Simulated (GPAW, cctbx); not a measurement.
# Ba3Zn: deformation density and structure factors from DFT

Aim: compute the bonding part of the density of Ba3Zn, find which reflections carry it, and see how it biases an ordinary refinement.

The start was made by putting kin elements into a known structure type; the compound need not exist, or be stable, in this form. All numbers below are calculated.

## Step 1: Find the equilibrium geometry

The density hangs on the geometry, so cell and atoms are relaxed first, with the symmetry held. The cutoff is set higher than for the density because stress converges slowly with plane waves.

Settings: GPAW 26.7.0, PBE, 570 eV, 4×4×4 k-points, Fermi–Dirac width 0.1 eV, BFGS to 0.03 eV/Å.

```text
cell
1.0
     0.000000000    4.360500000    4.360500000
     4.360500000    0.000000000    4.360500000
     4.360500000    4.360500000    0.000000000
Ba Zn
3 1
Direct
0.750000000 0.750000000 0.750000000
0.250000000 0.250000000 0.250000000
0.500000000 0.500000000 0.500000000
0.000000000 0.000000000 0.000000000
```

```console
$ OMP_NUM_THREADS=1 mpirun -n 4 gpaw python run.py > gpaw.log
```

```text
BFGS:    0       -6.245410        0.196085
BFGS:    1       -6.247066        0.190973
BFGS:    2       -6.278935        0.007370
cell  6.3346 6.3346 6.3346  60.00 60.00 60.00
volume 179.736 A^3, largest force 0.000 eV/A, largest stress 0.03 GPa
```

After 2 steps the volume has changed by +8.4 % and the energy by -0.034 eV; the largest stress left is 0.03 GPa. It took 33 s on 4 cores of Intel(R) Xeon(R) Platinum 8488C (Sapphire Rapids) (shared host), peak memory 1 GiB.

Relaxed structure: Fm-3m (no. 225), a = 8.9584 Å, b = 8.9584 Å, c = 8.9584 Å, α = 90.00°, β = 90.00°, γ = 90.00°.

```csv
atom,mult.,x,y,z
Ba1,8,1/4,1/4,3/4
Ba2,4,1/2,0,0
Zn1,4,0,0,0
```

## Step 2: Density and charge transfer

X-rays see the whole electron density, so the PAW density is rebuilt with its core regions. Subtracting spherical free atoms from the same code cancels the cores and leaves the deformation density Δρ, the part due to bonding.

Settings: PBE, 450 eV, 5×5×5 k-points, Fermi–Dirac width 0.1 eV; primitive cell of 4 atoms.

```console
$ OMP_NUM_THREADS=1 mpirun -n 4 gpaw python run.py > gpaw.log
```

```text
|iter:   1|       0s |   -6.567245 | +0.73 |       |
|iter:   2|       0s |   -6.657307 | -1.49 | -1.24 |
|iter:   3|       1s |   -6.216984 | -1.53 | -1.29 |
...
|iter:  17|       7s |   -6.163950c| -7.04 | -4.96c|
|iter:  18|       7s |   -6.163951c| -7.30 | -5.12c|
|iter:  19|       8s |   -6.163951c| -7.57c| -5.45c|
```

```text
grid (64, 64, 64)  electrons 198.000  moved by bonding 0.581 e
deformation density beyond 0.5 A of the nuclei: max 0.027, min -0.043 e/A^3
atom        x       y       z   Voronoi charge  moment
Ba1    0.7500  0.7500  0.7500      0.033       0.00
Ba2    0.2500  0.2500  0.2500      0.033       0.00
Ba3    0.5000  0.5000  0.5000      0.002       0.00
Zn4    0.0000  0.0000  0.0000     -0.067       0.00
mean inner potential of superposed free atoms 15.191 V
total magnetic moment 0.000 muB
```

Deformation density in a plane through the shortest contact of the Ba atom at the origin, in 0.01 e/Å³ (clipped at ±99); x from -1.6 to 5.5 Å, y from 2.4 down to -2.4 Å:

```text
  0   0  -1  -1  -1   0   1   2   1   1   0   0   0   0   0   1
  0   0  -1  -1  -1  -1  -1   0   1   1   1   1   0   0   0   0
  0   0   0   0  -1  -1  -1   0   1   1   1   1   1   1   0   0
 -1   0   1   1   1   0   0   0   1   1   1   0   0   0   1   1
 -1   1   2   0   1   2   0   0   1   1  -1  -4  -4  -2   0   1
 -1   2  -1   .  -2  -1   0   0   1   0  -4  -2   .  -4   0   1
 -1   2  -2   .   .  -3   0   0   1   0  -4   .   .  -4  -1   1
 -1   1  -1   .  -2  -1   0   0   1   0  -4  -3   .  -4   0   1
  0   0   0  -2   0   2   0   0   1   1  -1  -4  -4  -2   0   1
  0   0   0   0   1   0   0   0   0   1   0   0   0   0   1   1
  1   0   0   0   0   0   0   0   0   0   1   1   1   1   1   1
  1   1   1   0   0   0   0   0   0   0   0   0   1   1   1   1
  0   0   0   1   1   0   0   0   1   0   0   0   0   0   0   1
```

Atoms in or within 0.15 Å of the plane: Ba (0.0, 0.0), Zn (3.9, 0.0) Å. Dots mark points within about 0.45 Å of a nucleus; large values next to them are atomic features.

Zn gains most (-0.07 e) and Ba loses most (+0.02 e), in averages over each element's sites, as electronegativity suggests. Along the shortest contact from the Ba atom at the map's origin, Ba–Zn at 3.88 Å, Δρ is 0.00 e/Å³ at the midpoint: little piles up between the atoms, as is usual in a metallic crystal, which this run finds. At the midpoints of other shortest contacts it is -0.01 (Ba–Ba, 3.88 Å) e/Å³. Point values carry grid noise of about 0.01 e/Å³. The run needed 19 iterations, 14 s.

## Step 3: From the density to structure factors

The Fourier components of Δρ, added to those of the free atoms, give the static X-ray structure factors; the Mott–Bethe relation turns them into the Fourier components V of the potential that fast electrons feel.

```text
static structure factors of the conventional cell: F in electrons, V (Mott-Bethe) in volts
   h  k  l      d  |F| table  |F| free   |F| DFT   change   |V| free  |V| DFT  change %
   1  1  1  5.1721    93.150    93.403    93.566    0.163     1.807    1.780     -1.5
   0  2  0  4.4792    91.287    91.468    91.673    0.205     1.603    1.577     -1.6
   0  2  2  3.1673   671.284   671.306   670.767   -0.539     7.719    7.754      0.4
   1  3  1  2.7011    82.936    83.173    83.725    0.552     0.969    0.943     -2.7
   2  2  2  2.5861    81.995    82.292    83.114    0.823     0.926    0.891     -3.8
   0  4  0  2.2396   610.953   610.823   610.678   -0.145     5.794    5.798      0.1
   1  3  3  2.0552    76.513    77.140    77.203    0.063     0.723    0.722     -0.2
   0  4  2  2.0032    75.876    76.526    76.584    0.058     0.703    0.701     -0.2
   2  4  2  1.8286   567.432   567.278   566.718   -0.561     4.791    4.803      0.2
   3  3  3  1.7240    72.230    72.914    72.398   -0.516     0.589    0.599      1.7
   1  5  1  1.7240    72.230    72.914    72.889   -0.025     0.589    0.590      0.1
   0  4  4  1.5836   533.905   533.639   533.248   -0.391     4.131    4.137      0.2
   1  5  3  1.5142    69.356    69.914    69.632   -0.283     0.498    0.502      0.8
   2  4  4  1.4931    69.065    69.602    69.439   -0.164     0.489    0.491      0.5
```

The largest X-ray change is +0.82 e on 222, 1.0 % of |F|. For electrons V goes as (Z − F)/g², so a change of F counts against Z − F, which is small at low angle and wherever the atoms' terms cancel: |V| of 222 moves by -3.8 % (0.93 to 0.89 V) against +1.0 % in |F|. The last three rows still change by up to 0.39 e; the table stops while the angles are still low. The tabulated Hartree–Fock atoms differ from the free DFT atoms by up to 0.68 e, so the choice of reference atom matters too.

## Step 4: How cheap can the run be?

Cutoff and k-mesh: one is changed at a time, to find what the result needs.

```
         run  ΔF 222 (e)  ΔF 242 (e)  ΔF 131 (e)  q(Zn) (e)  moved (e)   time
450 eV 5×5×5      +0.823      -0.561      +0.552     -0.067      0.581   14 s
250 eV 5×5×5      +0.845      -0.574      +0.573     -0.069      0.614   11 s
350 eV 5×5×5      +0.827      -0.568      +0.557     -0.067      0.580   12 s
750 eV 5×5×5      +0.822      -0.562      +0.553     -0.068      0.586   26 s
450 eV 2×2×2      +0.891      -0.604      +0.571     -0.051      0.620  8.4 s
450 eV 3×3×3      +0.830      -0.550      +0.543     -0.063      0.576   12 s
```

Within 0.02 e of the base on all three: 450 eV 3×3×3, 350 eV 5×5×5 and 750 eV 5×5×5. The largest error, 0.068 e, comes with 450 eV 2×2×2. Times are from shared hosts.

## Step 5: Refining ordinary atoms against data with bonding

Routine crystallography fits spherical atoms. To see the bias, intensities are simulated from tabulated atoms plus the DFT change ΔF, so that bonding alone can misfit (11790 reflections of the full sphere, merged to the counts below, to 0.4 Å, 0.5 % proportional noise plus counting noise, assumed isotropic U as listed, Δρ smeared by the mean U) and refined with cctbx over different ranges.

| range | data | R1 | GooF | U Ba1 (true 0.0062) | U Ba2 (true 0.0062) | U Zn1 (true 0.0078) | largest shift (Å) | Δρ max, min (e/Å³) |
| --- | --- | --- | --- | --- | --- | --- | --- | --- |
| all data | 350 | 0.0026 | 0.95 | 0.0062 | 0.0062 | 0.0078 | 0.0000 | 0.16, -0.20 |
| low resolution, d > 0.84 | 52 | 0.0015 | 0.84 | 0.0062 | 0.0062 | 0.0078 | 0.0000 | 0.05, -0.06 |
| high order, d < 0.75 | 281 | 0.0032 | 0.97 | 0.0062 | 0.0062 | 0.0078 | 0.0000 | 0.17, -0.19 |
| occupancies free, d > 0.7 | 80 | 0.0015 | 0.82 | 0.0062 | 0.0062 | 0.0078 | 0.0000 | 0.07, -0.06 |

With all data GooF is 0.95, so at this noise the bonding hardly shows; the top residual peak, near noise level, lies 0.44 Å from Ba and 3.64 Å from Ba. No U is off by more than 3 s.u. at low resolution. Symmetry fixes every coordinate, so the shifts are zero by construction. With Ba1 held at 1 and the scale free, the other occupancies refine to Ba2 1.000(0.001) and Zn1 0.999(0.001), within three s.u. of full.

## Step 6: Answer

Bonding moves 0.58 e in the primitive cell of Ba3Zn and changes the structure factors of the conventional cell in the table above by at most 0.82 e (222, 1.0 %). The shortest bond, Ba–Zn, has Δρ = 0.00 e/Å³ at its midpoint, with no localised bond charge. Within 0.02 e of the base on all three: 450 eV 3×3×3, 350 eV 5×5×5 and 750 eV 5×5×5. The largest error, 0.068 e, comes with 450 eV 2×2×2. With all data GooF is 0.95, so at this noise the bonding hardly shows. Limits: static density, frozen cores, no spin–orbit coupling.

[Outputs are excerpts: Python notices, other lines and further rows are left out; steps that failed or that the build refused (PBEsol, TPSS) are not shown.]

[Logs are printed without paths, hosts, clocks, repeated set-up lines and the standing remarks that a program may print on its own settings, such as how far it seeks lower states.]
